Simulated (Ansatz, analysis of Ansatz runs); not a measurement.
# Interstitial H in bcc Nb, hop from a tetrahedral to the next tetrahedral site: migration barrier against experiment, part 2 of 2

Aim: the migration barrier of interstitial H in bcc Nb, hop from a tetrahedral to the next tetrahedral site, to be set beside the measurement. Set-up: LDA, 32-site cell, LDA lattice, 420 eV, k: 4x4x4 Gamma-centred. The model is a cell of 32 host atoms with 1 H put in. The barrier is the energy of the highest image of a climbing band over the relaxed site that the atom leaves. A local or semilocal functional is the cheapest first rung.

Ansatz 0.2.0; LDA, 32-site cell, LDA lattice, 420 eV, k: 4x4x4 Gamma-centred.

So far: Set-up; Relaxation, charge 0.

## 3. Nudged elastic band

A band of images joins the two ends; its highest image climbs to the saddle, whose energy over the site left is the barrier.

This step: plane-wave PAW DFT, LDA; nudged elastic band between two relaxed defect structures at fixed charge.

neb/input.yaml reads:

```yaml
crystal:
  lattice:
    - [0.0, 6.49331439, 6.49331439]
    - [6.49331439, 0.0, 6.49331439]
    - [6.49331439, 6.49331439, 0.0]
  atoms:
    - { symbol: Nb, position: [-0.000226425, -0.001221033, 0.001221033] }
    - { symbol: Nb, position: [0.124160616, 0.12278055, 0.12743762] }
    - { symbol: Nb, position: [0.250621215, 0.249160616, 0.24778055] }
    - { symbol: Nb, position: [0.376975117, 0.373024883, 0.366771092] }
    - { symbol: Nb, position: [-0.00221945, 0.00243762, 0.500621215] }
    - { symbol: Nb, position: [0.125010781, 0.123941608, 0.626295409] }
    - { symbol: Nb, position: [0.248024883, 0.241771092, 0.758228908] }
    - { symbol: Nb, position: [0.374770132, 0.375229868, 0.875280564] }
    - { symbol: Nb, position: [-0.001058392, 0.501295409, -0.000247797] }
    - { symbol: Nb, position: [0.124845615, 0.625154385, 0.124517983] }
    - { symbol: Nb, position: [0.250229868, 0.750280564, 0.249719436] }
    - { symbol: Nb, position: [0.376295409, 0.874752203, 0.375010781] }
    - { symbol: Nb, position: [-0.000280564, 0.499770132, 0.500229868] }
    - { symbol: Nb, position: [0.116771092, 0.633228908, 0.626975117] }
    - { symbol: Nb, position: [0.248704591, 0.751058392, 0.749989219] }
    - { symbol: Nb, position: [0.374378785, 0.87256238, 0.87721945] }
    - { symbol: Nb, position: [0.500154385, -0.000482017, 0.000482017] }
    - { symbol: Nb, position: [0.625226425, 0.124773575, 0.123778967] }
    - { symbol: Nb, position: [0.749752203, 0.250010781, 0.248941608] }
    - { symbol: Nb, position: [0.87743762, 0.375621215, 0.374160616] }
    - { symbol: Nb, position: [0.499989219, 0.000247797, 0.498704591] }
    - { symbol: Nb, position: [0.625280564, 0.124719436, 0.624770132] }
    - { symbol: Nb, position: [0.750482017, 0.249845615, 0.750154385] }
    - { symbol: Nb, position: [0.875247797, 0.373704591, 0.876058392] }
    - { symbol: Nb, position: [0.500839384, 0.499378785, -0.00243762] }
    - { symbol: Nb, position: [0.626058392, 0.624989219, 0.125247797] }
    - { symbol: Nb, position: [0.751221033, 0.750226425, 0.249773575] }
    - { symbol: Nb, position: [0.874517983, 0.875482017, 0.374845615] }
    - { symbol: Nb, position: [0.508228908, 0.501975117, 0.498024883] }
    - { symbol: Nb, position: [0.62721945, 0.625839384, 0.624378785] }
    - { symbol: Nb, position: [0.74756238, 0.75221945, 0.750839384] }
    - { symbol: Nb, position: [0.873778967, 0.876221033, 0.875226425] }
    - { symbol: H, position: [0.3125, 0.4375, 0.5625] }
basis:
  ecutwfc: 420
  xc_grid: 2
hamiltonian:
  xc: lda
kpoints:
  mp_grid: { grid: [4, 4, 4] }
scf:
  occupations: { method: methfessel_paxton, width: 0.1 }
  max_iter: 120
output:
  forces: true
neb:
  images: 3
  f_tol: 0.04
  climbing: true
  initial_path: idpp
  max_iterations: 45
  order_check: false
  final_atoms:
    - { symbol: Nb, position: [4.9636e-05, -0.000406861, 0.000406861] }
    - { symbol: Nb, position: [0.125825178, 0.122855976, 0.127362149] }
[... 1 atom line left out ...]
    - { symbol: Nb, position: [0.383432949, 0.373100221, 0.366695638] }
[... 2 atom lines left out ...]
    - { symbol: Nb, position: [0.252179124, 0.241846396, 0.758153604] }
    - { symbol: Nb, position: [0.375193225, 0.373779925, 0.875983] }
[... 2 atom lines left out ...]
    - { symbol: Nb, position: [0.24997419, 0.750355801, 0.249644199] }
[... 1 atom line left out ...]
    - { symbol: Nb, position: [-0.008025017, 0.502050538, 0.497949462] }
    - { symbol: Nb, position: [0.123228808, 0.633304362, 0.626899779] }
    - { symbol: Nb, position: [0.249582753, 0.752294783, 0.750763959] }
[... 5 atom lines left out ...]
    - { symbol: Nb, position: [0.501262345, 0.000323195, 0.498629167] }
    - { symbol: Nb, position: [0.62495615, 0.124017, 0.626220075] }
[... 1 atom line left out ...]
    - { symbol: Nb, position: [0.874923544, 0.375305155, 0.875205043] }
[... 4 atom lines left out ...]
    - { symbol: Nb, position: [0.500484388, 0.499845604, 0.500154396] }
[... 3 atom lines left out ...]
    - { symbol: H, position: [0.187703966, 0.437575379, 0.562424621] }
```

Run with:

```
$ ansatz run input.yaml --threads 4 --pin off --max-ram 14131MiB --backend cpu --events-out ev --progress --plain --runs-dir out
```

Numbers of over 12 decimals in the logs are rounded to 6 here.

The log of the run:

```text
[...]
Warning: neb: disabling space-group detection — the band's intermediate images generally break the endpoint symmetry, so no spatial operation reduces the k-mesh or symmetrises the density, except that a semilocal band can use its path's symmetry ahead of [...]
[...]
NEB image 0
Crystal: 33 atoms, lattice volume = 547.557 Å³
Basis set: ecut = 420 eV, 10777 PW (Γ), exchange–correlation on 128×128×128 points (8 copies of the dense FFT grid, shifted against one another)
Bands: 251, of which v1, the nominal top of the filled ones, is band 209 counted from 1 (208 counted from 0)
Symmetry: 1 space group operations
k-points: 36 of 64 (time reversal used)
[...]
SCF iter   1: F=—  HF=-142179.151571 eV  |F-HF|=—  |Δ(HF+E_count)|=         —  Δρ=6.52e-3  dr2=7.63e-2  ethr=1.77e-3  ⟨swp⟩=6.3  Hψ=35886  notcnv=0
[...]
SCF iter   6: F=-142179.126966 eV  HF=-142179.126966 eV  |F-HF|=7.28e-9  |Δ(HF+E_count)|=   1.09e-7  S|Δr|=    0.00e0  Δρ=1.69e-6  dr2=1.57e-8  ethr=2.40e-11  ⟨swp⟩=4.0  Hψ=27155  notcnv=0
SCF 1 converged in 6 iterations: F = -142179.126966 eV  dr2 = 1.57e-8
[...]
NSCF: frozen V_eff on 36 k-points
NEB image 4
SCF iter   1: F=—  HF=-142179.151501 eV  |F-HF|=—  |Δ(HF+E_count)|=         —  Δρ=6.52e-3  dr2=7.62e-2  ethr=1.77e-3  ⟨swp⟩=6.3  Hψ=35738  notcnv=0
[...]
SCF iter   6: F=-142179.126966 eV  HF=-142179.126966 eV  |F-HF|=7.83e-9  |Δ(HF+E_count)|=   1.15e-7  S|Δr|=    0.00e0  Δρ=1.71e-6  dr2=1.65e-8  ethr=2.40e-11  ⟨swp⟩=4.0  Hψ=27171  notcnv=0
SCF 2 converged in 6 iterations: F = -142179.126966 eV  dr2 = 1.65e-8
[...]
NEB end point (image 0): max|allowed force component| = 7.045e-3 eV/Å (the criterion of neb.relax_end_points is 1.000e-2)
NEB end point (image 4): max|allowed force component| = 7.034e-3 eV/Å (the criterion of neb.relax_end_points is 1.000e-2)
NEB image 1
SCF iter   1: F=—  HF=-142179.014968 eV  |F-HF|=—  |Δ(HF+E_count)|=         —  Δρ=6.59e-3  dr2=9.66e-2  ethr=1.77e-3  ⟨swp⟩=6.1  Hψ=35902  notcnv=0
[...]
SCF iter   6: F=-142178.988105 eV  HF=-142178.988105 eV  |F-HF|=1.36e-8  |Δ(HF+E_count)|=   1.62e-7  S|Δr|=    0.00e0  Δρ=1.97e-6  dr2=2.52e-8  ethr=2.40e-11  ⟨swp⟩=4.0  Hψ=27179  notcnv=0
SCF 3 converged in 6 iterations: F = -142178.988105 eV  dr2 = 2.52e-8
NEB image 2
SCF iter   1: F=—  HF=-142178.896487 eV  |F-HF|=—  |Δ(HF+E_count)|=         —  Δρ=6.63e-3  dr2=1.13e-1  ethr=1.77e-3  ⟨swp⟩=6.1  Hψ=36153  notcnv=0
[...]
SCF iter   6: F=-142178.868129 eV  HF=-142178.868129 eV  |F-HF|=1.74e-8  |Δ(HF+E_count)|=   1.87e-7  S|Δr|=    0.00e0  Δρ=2.25e-6  dr2=3.23e-8  ethr=2.40e-11  ⟨swp⟩=4.0  Hψ=27174  notcnv=0
SCF 4 converged in 6 iterations: F = -142178.868129 eV  dr2 = 3.23e-8
NEB image 3
SCF iter   1: F=—  HF=-142179.014880 eV  |F-HF|=—  |Δ(HF+E_count)|=         —  Δρ=6.59e-3  dr2=9.66e-2  ethr=1.77e-3  ⟨swp⟩=6.1  Hψ=35890  notcnv=0
[...]
SCF iter   6: F=-142178.988105 eV  HF=-142178.988105 eV  |F-HF|=1.39e-8  |Δ(HF+E_count)|=   1.67e-7  S|Δr|=    0.00e0  Δρ=1.97e-6  dr2=2.56e-8  ethr=2.40e-11  ⟨swp⟩=4.0  Hψ=27179  notcnv=0
SCF 5 converged in 6 iterations: F = -142178.988105 eV  dr2 = 2.56e-8
NEB iter   1: max|band force component| = 6.160e-1 eV/Å  barrier→ = 0.2588 eV  barrier← = 0.2588 eV  Δτ_max = 0.1644 Å  (30 SCF iters)
NEB image 1
[...]
SCF iter   6: F=-142178.950627 eV  HF=-142178.950627 eV  |F-HF|=1.50e-8  |Δ(HF+E_count)|=   1.01e-7  S|Δr|=    0.00e0  Δρ=2.83e-6  dr2=3.73e-8  ethr=2.40e-11  ⟨swp⟩=4.0  Hψ=27230  notcnv=0
SCF 6 converged in 6 iterations: F = -142178.950627 eV  dr2 = 3.73e-8
NEB image 2
[...]
SCF iter   1: F=—  HF=-142178.955659 eV  |F-HF|=—  |Δ(HF+E_count)|=         —  Δρ=1.07e-2  dr2=1.54e0  ethr=3.30e-4  ⟨swp⟩=1.3  Hψ=41400  notcnv=0
eigensolver tolerance schedule calibrated: the retry pair's looser diagonalisation under-reported the residual by θ = 0.11 (0.11/decade); [...]
SCF iter   2: F=—  HF=-142178.836392 eV  |F-HF|=—  |Δ(HF+E_count)|=   1.19e-1  S|Δr|=    0.00e0  Δρ=5.91e-3  dr2=4.05e-1  ethr=3.16e-4  ⟨swp⟩=1.0  Hψ=9036  notcnv=0
[...]
SCF iter   6: F=-142178.785664 eV  HF=-142178.785664 eV  |F-HF|=2.08e-8  |Δ(HF+E_count)|=   1.14e-7  S|Δr|=    0.00e0  Δρ=3.43e-6  dr2=5.40e-8  ethr=2.05e-11  ⟨swp⟩=4.0  Hψ=27255  notcnv=0
SCF 7 converged in 6 iterations: F = -142178.785664 eV  dr2 = 5.40e-8
NEB image 3
[...]
SCF iter   6: F=-142178.950626 eV  HF=-142178.950626 eV  |F-HF|=1.49e-8  |Δ(HF+E_count)|=   1.01e-7  S|Δr|=    0.00e0  Δρ=2.82e-6  dr2=3.71e-8  ethr=2.40e-11  ⟨swp⟩=4.0  Hψ=27226  notcnv=0
SCF 8 converged in 6 iterations: F = -142178.950626 eV  dr2 = 3.71e-8
NEB iter   2: max|band force component| = 1.306e0 eV/Å  barrier→ = 0.3413 eV  barrier← = 0.3413 eV  Δτ_max = 0.0828 Å  (18 SCF iters)
NEB image 1
[...]
SCF iter   6: F=-142179.062934 eV  HF=-142179.062934 eV  |F-HF|=6.69e-9  |Δ(HF+E_count)|=   5.31e-8  S|Δr|=    0.00e0  Δρ=2.00e-6  dr2=1.76e-8  ethr=2.40e-11  ⟨swp⟩=4.1  Hψ=27234  notcnv=0
SCF 9 converged in 6 iterations: F = -142179.062934 eV  dr2 = 1.76e-8
NEB image 2
[...]
SCF iter   6: F=-142178.979940 eV  HF=-142178.979940 eV  |F-HF|=7.25e-9  |Δ(HF+E_count)|=   3.55e-8  S|Δr|=    0.00e0  Δρ=2.29e-6  dr2=2.15e-8  ethr=2.40e-11  ⟨swp⟩=4.1  Hψ=27480  notcnv=0
SCF 10 converged in 6 iterations: F = -142178.979940 eV  dr2 = 2.15e-8
NEB image 3
[...]
SCF iter   6: F=-142179.062934 eV  HF=-142179.062934 eV  |F-HF|=6.58e-9  |Δ(HF+E_count)|=   5.47e-8  S|Δr|=    0.00e0  Δρ=1.99e-6  dr2=1.74e-8  ethr=2.40e-11  ⟨swp⟩=4.1  Hψ=27312  notcnv=0
SCF 11 converged in 6 iterations: F = -142179.062934 eV  dr2 = 1.74e-8
NEB iter   3: max|band force component| = 8.594e-2 eV/Å  barrier→ = 0.1470 eV  barrier← = 0.1470 eV  CI = image 2  Δτ_max = 0.0176 Å  (18 SCF iters)
NEB image 1
[...]
SCF iter   5: F=-142179.065649 eV  HF=-142179.065649 eV  |F-HF|=5.65e-9  |Δ(HF+E_count)|=   5.30e-9  S|Δr|=    0.00e0  Δρ=1.22e-6  dr2=9.27e-9  ethr=2.40e-11  ⟨swp⟩=4.0  Hψ=25684  notcnv=0
SCF 12 converged in 5 iterations: F = -142179.065649 eV  dr2 = 9.27e-9
NEB image 2
[...]
SCF iter   5: F=-142178.984842 eV  HF=-142178.984842 eV  |F-HF|=1.02e-8  |Δ(HF+E_count)|=   2.72e-8  S|Δr|=    0.00e0  Δρ=1.78e-6  dr2=1.79e-8  ethr=2.40e-11  ⟨swp⟩=4.0  Hψ=26837  notcnv=0
SCF 13 converged in 5 iterations: F = -142178.984842 eV  dr2 = 1.79e-8
NEB image 3
[...]
SCF iter   5: F=-142179.065649 eV  HF=-142179.065649 eV  |F-HF|=6.02e-9  |Δ(HF+E_count)|=   5.01e-9  S|Δr|=    0.00e0  Δρ=1.23e-6  dr2=9.67e-9  ethr=2.40e-11  ⟨swp⟩=4.0  Hψ=25714  notcnv=0
SCF 14 converged in 5 iterations: F = -142179.065649 eV  dr2 = 9.67e-9
NEB image 1
[...]
NEB image 3
[...]
NEB image 2
[...]
NEB iter   4: max|band force component| = 2.275e-2 eV/Å  barrier→ = 0.1421 eV  barrier← = 0.1421 eV  CI = image 2  Δτ_max = 0.0000 Å  (15 SCF iters)
SCF converged after 5 iterations
[...]
Free energy (F): -142178.984842 eV
[...]
Internal energy: -142178.978873 eV  (E = F + TS)
E sigma→0 (E₀):  -142178.983349 eV
Entropy (-TS):   -0.005968 eV (-0.181 meV/atom)
Fermi energy:    18.628847 eV
[...]
--- Forces (eV/Å), atoms counted from 1 ---
  atom   1  Nb    -0.00025152    -0.01052242    -0.01426503
  atom   2  Nb     0.01073761    -0.00002060     0.00002120
  [... 1 atom left out ...]
  atom   4  Nb    -0.00622495    -0.01434752     0.01434739
  [... 2 atoms left out ...]
  atom   7  Nb     0.00001780     0.02274837    -0.02274838
  atom   8  Nb     0.00339582    -0.00816367    -0.00185268
  [... 2 atoms left out ...]
  atom  11  Nb    -0.00001805    -0.00394851     0.00394882
  [... 1 atom left out ...]
  atom  13  Nb    -0.00025822     0.01712303     0.01040350
  atom  14  Nb    -0.00793960    -0.01119845     0.01119826
  [... 6 atoms left out ...]
  atom  21  Nb    -0.01024519     0.00894041    -0.00894144
  atom  22  Nb    -0.00367972    -0.00882337    -0.00207079
  [... 6 atoms left out ...]
  atom  29  Nb    -0.00025797    -0.01040400    -0.01712276
  [... 3 atoms left out ...]
  atom  33  H      0.01284237     0.02083986    -0.02084001
  max |Σ_I F_I| component: 2.02e-5 eV/Å
--- Band table (eV; the first three rows and the last of 36) ---
[...]
[... further k-points left out ...]
this run last wrote the band of iteration 4 to <dir>
--- NEB band (5 images, 4 band iterations, 81 SCF iterations) ---
  forward barrier  = 0.142124 eV
  backward barrier = 0.142125 eV
  lagrangian_above_aufbau_ev (what the smearing adds, to first order; not taken off the barriers): saddle image -0.003736 eV, end points -0.010491 and -0.010491 eV
  climbing image's point = of an order that was not read
  energies are F+E_penalty+E_count in eV, relative to image 0
  image     s (Å)  Δ vs image 0  max|band force component| (eV/Å)
      0    0.0000      0.000000                                 —
      1    0.3197      0.061317                          1.551e-2
  *   2    0.6394      0.142124                          2.275e-2
      3    0.9590      0.061317                          1.552e-2
      4    1.2787     -0.000000                                 —
  climbing-image geometry (image 2):
  cell:  # Å, volume = 547.5569 Å³
    - [0.0, 6.49331439, 6.49331439]
    - [6.49331439, 0.0, 6.49331439]
    - [6.49331439, 6.49331439, 0.0]
  atoms:
    - { symbol: Nb, position: [0.002523, -0.000967, 0.000969] }
    - { symbol: Nb, position: [0.124580, 0.123327, 0.127716] }
    - { symbol: Nb, position: [0.252728, 0.247491, 0.246998] }
    - { symbol: Nb, position: [0.387077, 0.366672, 0.359377] }
    - { symbol: Nb, position: [-0.003283, 0.005197, 0.501572] }
    - { symbol: Nb, position: [0.126468, 0.125469, 0.624718] }
    - { symbol: Nb, position: [0.250101, 0.244497, 0.755505] }
    - { symbol: Nb, position: [0.373716, 0.375296, 0.874533] }
    - { symbol: Nb, position: [-0.002590, 0.501946, 0.003438] }
    - { symbol: Nb, position: [0.124925, 0.623954, 0.126975] }
    - { symbol: Nb, position: [0.250102, 0.749718, 0.250283] }
    - { symbol: Nb, position: [0.375287, 0.873024, 0.376037] }
    - { symbol: Nb, position: [0.002861, 0.499080, 0.500931] }
    - { symbol: Nb, position: [0.113092, 0.640688, 0.633332] }
    - { symbol: Nb, position: [0.247492, 0.753003, 0.752503] }
    - { symbol: Nb, position: [0.375631, 0.872270, 0.876672] }
    - { symbol: Nb, position: [0.497679, -0.000967, 0.000969] }
    - { symbol: Nb, position: [0.629165, 0.120427, 0.121448] }
    - { symbol: Nb, position: [0.752987, 0.247491, 0.246998] }
    - { symbol: Nb, position: [0.874200, 0.375099, 0.376705] }
    - { symbol: Nb, position: [0.502797, -0.003433, 0.498043] }
    - { symbol: Nb, position: [0.623549, 0.125469, 0.624718] }
    - { symbol: Nb, position: [0.750091, 0.251167, 0.748856] }
    - { symbol: Nb, position: [0.876659, 0.375296, 0.874533] }
    - { symbol: Nb, position: [0.503485, 0.498398, -0.005164] }
    - { symbol: Nb, position: [0.624350, 0.623954, 0.126975] }
    - { symbol: Nb, position: [0.750107, 0.746025, 0.253964] }
    - { symbol: Nb, position: [0.875856, 0.873024, 0.376037] }
    - { symbol: Nb, position: [0.497333, 0.499080, 0.500931] }
    - { symbol: Nb, position: [0.626003, 0.623305, 0.624893] }
    - { symbol: Nb, position: [0.747206, 0.753003, 0.752503] }
    - { symbol: Nb, position: [0.871037, 0.878571, 0.879559] }
    - { symbol: H, position: [0.250152, 0.452168, 0.547732] }
```

The job ended after 43 min (4 threads of Arm Neoverse V1, shared host; peak memory 10 GiB; 2.8 h of CPU time).

In the SCF lines HF is the Harris–Foulkes energy and dr2 the Hartree energy of the density residual, in eV; the loop may stop once dr2 is under the threshold and the program's other checks hold. Hψ counts applications of the Hamiltonian.

Images along the path:

```csv
image,path (Å),energy (eV),"H33: x, y, z (Å)"
0,0.000,0.0000,"6.493, 5.682, 4.870"
1,0.320,0.0613,"6.493, 5.424, 4.762"
2,0.639,0.1421,"6.493, 5.181, 4.560"
3,0.959,0.0613,"6.493, 4.979, 4.318"
4,1.279,0.0000,"6.493, 4.871, 4.060"
```

Read from the output:

```yaml
free_energy: -142178.9848 eV
smearing_term_ts: 0.005968 eV
barrier_forward: 0.1421 eV
barrier_backward: 0.1421 eV
```

## 4. Outcome

```yaml
migration_barrier_saddle_less_minimum: 0.14 eV
energy_difference_of_the_two_ends: 0.00 eV
length_of_the_hop: 1.15 Å
time_of_the_whole_chain: 52 min on 4 threads
```

In words: Migration barrier: computed 0.14 eV, measured 0.098 eV and 0.068 eV; 0.04 eV above the nearest measurement. The measured number is an Arrhenius activation energy of long-range diffusion; for H it holds zero-point energy and, in bcc metals near room temperature, tunnelling. One hop between neighbouring sites is computed at the host's lattice.

[Logs are printed without paths, hosts, clocks, repeated set-up lines and the standing remarks that a program may print on its own settings, such as how far it seeks lower states.]

[Hosts, paths, dates, database ids (printed as entryN), source tags and the programs' standing remarks are cut or masked in the printed files.]

[For some hosts the program warned that the k-mesh of the response run may be too coarse for force constants and the static dielectric constant; such warnings are not shown here.]
